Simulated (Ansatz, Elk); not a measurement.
# TiNbBAs: X-ray structure factors from the self-consistent density, part 2 of 2

The structure of TiNbBAs used here is made up (a known structure type with other elements) and was relaxed beforehand with r2SCAN. The aim is the Fourier transform of its all-electron density, F(hkl), set beside the sum over free spherical atoms that refinements use.

Elk 11.2.3 (patched build); all-electron DFT.

So far: The structure; Ground state and structure factors; The highest occupied states alone.

The structure was built from a prototype and need not be the compound's stable phase.

## 4. Another functional

Level of this step: DFT, LDA (Perdew-Wang), all-electron APW+lo, Dirac cores, scalar-relativistic bands, static density, no spin (Elk).

The difference from free atoms is small, so it is set against the change that LDA (Perdew-Wang) makes.

The input, elk.in:

```
tasks
  0
  195

xctype
  3

spinpol
  .false.

rgkmax
  7.0

gmaxvr
  14.0

lmaxo
  7

lmaxapw
  8

swidth
  0.002

tshift
  .false.

ramdisk
  .false.

hmaxvr
  5.5

maxscl
  120

epspot
  1e-06

sppath
  './'

avec
  3.17661274337 1.83401822249 11.29067751820
  -3.17661274337 1.83401822249 11.29067751820
  0.00000000000 -3.66803644499 11.29067751820

atoms
  4
  'Nb.in'
  1
  0.7329375809 0.7329375809 0.7329375809   0.000000 0.000000 0.000000
  'As.in'
  1
  0.4995537484 0.4995537484 0.4995537484   0.000000 0.000000 0.000000
  'Ti.in'
  1
  0.2641173737 0.2641173737 0.2641173737   0.000000 0.000000 0.000000
  'B.in'
  1
  0.9972579369 0.9972579369 0.9972579369   0.000000 0.000000 0.000000

ngridk
  8 8 8
```

Run with:

```
$ OMP_NUM_THREADS=4 elk
```

Numbers of over 12 decimals in the logs are rounded to 6 here.

The program printed:

```text
┌─────────────────────────┐
│ Elk code version 11.2.3 │
└─────────────────────────┘

All units are atomic (Hartree, Bohr, etc.)

┌─────────────────────────────────────────────────┐
│ Ground-state run starting from atomic densities │
└─────────────────────────────────────────────────┘

Lattice vectors :
   3.176612743       1.834018222       11.29067752
  -3.176612743       1.834018222       11.29067752
   0.000000000      -3.668036445       11.29067752

Reciprocal lattice vectors :
  0.9889756503      0.5709853579      0.1854977347
[...]
species : 1 (Nb)
[...]
species : 2 (As)
[...]
species : 3 (Ti)
   atom 1                    :    20.44150021     ( -0.3536577431E-05)
  species : 4 (B)
   atom 1                    :    3.898902067     (  0.9683570348E-04)
 total in muffin-tins        :    95.21995211
 total calculated charge     :    100.9983329
 total charge                :    101.0000000
 error                       :   0.1667114952E-02

┌──────────────────────────────┐
│ Self-consistent loop stopped │
└──────────────────────────────┘

Warning : core states of species 2 leak from the muffin-tin :   0.1437973140E-03

Wrote STATE.OUT
[key lines of the parts left out:]
total energy                :     -6951.2385679366
```

Elapsed: 41 s, on 4 threads of Arm Neoverse V2, shared host; peak memory 0.16 GiB.

Against the first run R = 0.05 %; the largest change is -0.025 at 1 3 19.

## 5. Basis size

The basis and the expansions that go with it are enlarged, to see whether the differences are converged.

Changes to elk.in since step 4:

```diff
@@ -5,3 +5,3 @@
 xctype
-  3
+  20
 
@@ -11,12 +11,12 @@
 rgkmax
-  7.0
+  8.5
 
 gmaxvr
-  14.0
+  18.0
 
 lmaxo
-  7
+  9
 
 lmaxapw
-  8
+  10
```

Run with:

```
$ OMP_NUM_THREADS=4 elk
```

The program printed:

```text
┌─────────────────────────┐
│ Elk code version 11.2.3 │
└─────────────────────────┘

All units are atomic (Hartree, Bohr, etc.)

┌─────────────────────────────────────────────────┐
│ Ground-state run starting from atomic densities │
└─────────────────────────────────────────────────┘

Lattice vectors :
   3.176612743       1.834018222       11.29067752
  -3.176612743       1.834018222       11.29067752
   0.000000000      -3.668036445       11.29067752

Reciprocal lattice vectors :
  0.9889756503      0.5709853579      0.1854977347
[...]
species : 1 (Nb)
[...]
species : 2 (As)
[...]
species : 3 (Ti)
   atom 1                    :    20.42110226     ( -0.2204270100E-06)
  species : 4 (B)
   atom 1                    :    3.910042158     (  0.9239463479E-04)
 total in muffin-tins        :    95.19223784
 total calculated charge     :    100.9997219
 total charge                :    101.0000000
 error                       :   0.2780849915E-03

┌──────────────────────────────┐
│ Self-consistent loop stopped │
└──────────────────────────────┘

Warning : core states of species 2 leak from the muffin-tin :   0.1456097529E-03

Wrote STATE.OUT
[key lines of the parts left out:]
total energy                :     -6960.3290545213
```

It took 3.2 min on 4 threads; peak memory 0.36 GiB; 11 min of CPU time.

Against the first run R = 0.01 %; the largest change is -0.006 at 128.

## 6. Basis size

A smaller basis shows how fast F responds to it; the change is likely larger than the basis error of the first run, but doesn't show convergence.

Changes to elk.in since step 5:

```diff
@@ -11,12 +11,12 @@
 rgkmax
-  8.5
+  5.5
 
 gmaxvr
-  18.0
+  14.0
 
 lmaxo
-  9
+  7
 
 lmaxapw
-  10
+  8
```

Run with:

```
$ OMP_NUM_THREADS=4 elk
```

The program printed:

```text
┌─────────────────────────┐
│ Elk code version 11.2.3 │
└─────────────────────────┘

All units are atomic (Hartree, Bohr, etc.)

┌─────────────────────────────────────────────────┐
│ Ground-state run starting from atomic densities │
└─────────────────────────────────────────────────┘

Lattice vectors :
   3.176612743       1.834018222       11.29067752
  -3.176612743       1.834018222       11.29067752
   0.000000000      -3.668036445       11.29067752

Reciprocal lattice vectors :
  0.9889756503      0.5709853579      0.1854977347
[...]
species : 1 (Nb)
[...]
species : 2 (As)
[...]
species : 3 (Ti)
   atom 1                    :    20.38060779     ( -0.2204277809E-06)
  species : 4 (B)
   atom 1                    :    3.876541589     (  0.9186503351E-04)
 total in muffin-tins        :    95.06031710
 total calculated charge     :    100.9991123
 total charge                :    101.0000000
 error                       :   0.8876656588E-03

┌──────────────────────────────┐
│ Self-consistent loop stopped │
└──────────────────────────────┘

Warning : core states of species 2 leak from the muffin-tin :   0.1461042512E-03

Wrote STATE.OUT
[key lines of the parts left out:]
total energy                :     -6960.2650969251
```

Wall time 58 s (4 threads); peak memory 0.18 GiB.

Against the first run R = 0.03 %; the largest change is +0.052 at 024.

## 7. Settings against the effect

| run | R against the first run (%) | R against neutral atoms, low angle (%) | wall time |
| --- | --- | --- | --- |
| PBE, rgkmax 7 | 0.00 | 0.67 | 70 s |
| LDA (Perdew-Wang) | 0.05 | 0.67 | 41 s |
| rgkmax 8.5 with larger expansions | 0.01 | 0.67 | 3.2 min |
| rgkmax 5.5 | 0.03 | 0.70 | 58 s |

## 8. What came out

- R against neutral atoms, sin θ/λ < 0.3 Å⁻¹: 0.67 %
- R against neutral atoms, 0.3 to 0.83 Å⁻¹: 0.25 %

What this shows: Independent neutral atoms miss the calculated amplitudes by R = 0.67 % below 0.3 Å⁻¹ and 0.25 % from there to 0.83 Å⁻¹; by shells, 1.56 % below 0.15 Å⁻¹ (1 form), 0.65 % 0.15 to 0.3 (9 forms), 0.35 % 0.3 to 0.45 (17 forms), 0.24 % above 0.45 (107 forms). Bonding, aspherical density and the tables' own atoms all enter these figures, and the runs don't part them. The largest change of an amplitude is -0.66 electrons, at 012. R counts amplitudes alone; phases shift too. The window's part falls from 15.0 electrons at the origin to at most 0.17 between 0.45 and 0.83 Å⁻¹. Below 0.3 Å⁻¹ the changes that finished (LDA (Perdew-Wang), rgkmax 8.5 with larger expansions and rgkmax 5.5) move F by R = 0.04 % at most, against the 0.67 % that separates it from free atoms. The k-mesh has no finished test. These runs have no spin, though d or f shells may be open. Part of the difference isn't bonding: the tables are fits to free atoms and ions calculated by other methods than this functional. Thermal motion, anomalous dispersion and extinction are left out.

[Logs are printed without paths, hosts, clocks, repeated set-up lines and the standing remarks that a program may print on its own settings, such as how far it seeks lower states.]

[Hosts, paths, dates, database ids (printed as entryN), source tags and the programs' standing remarks are cut or masked in the printed files.]
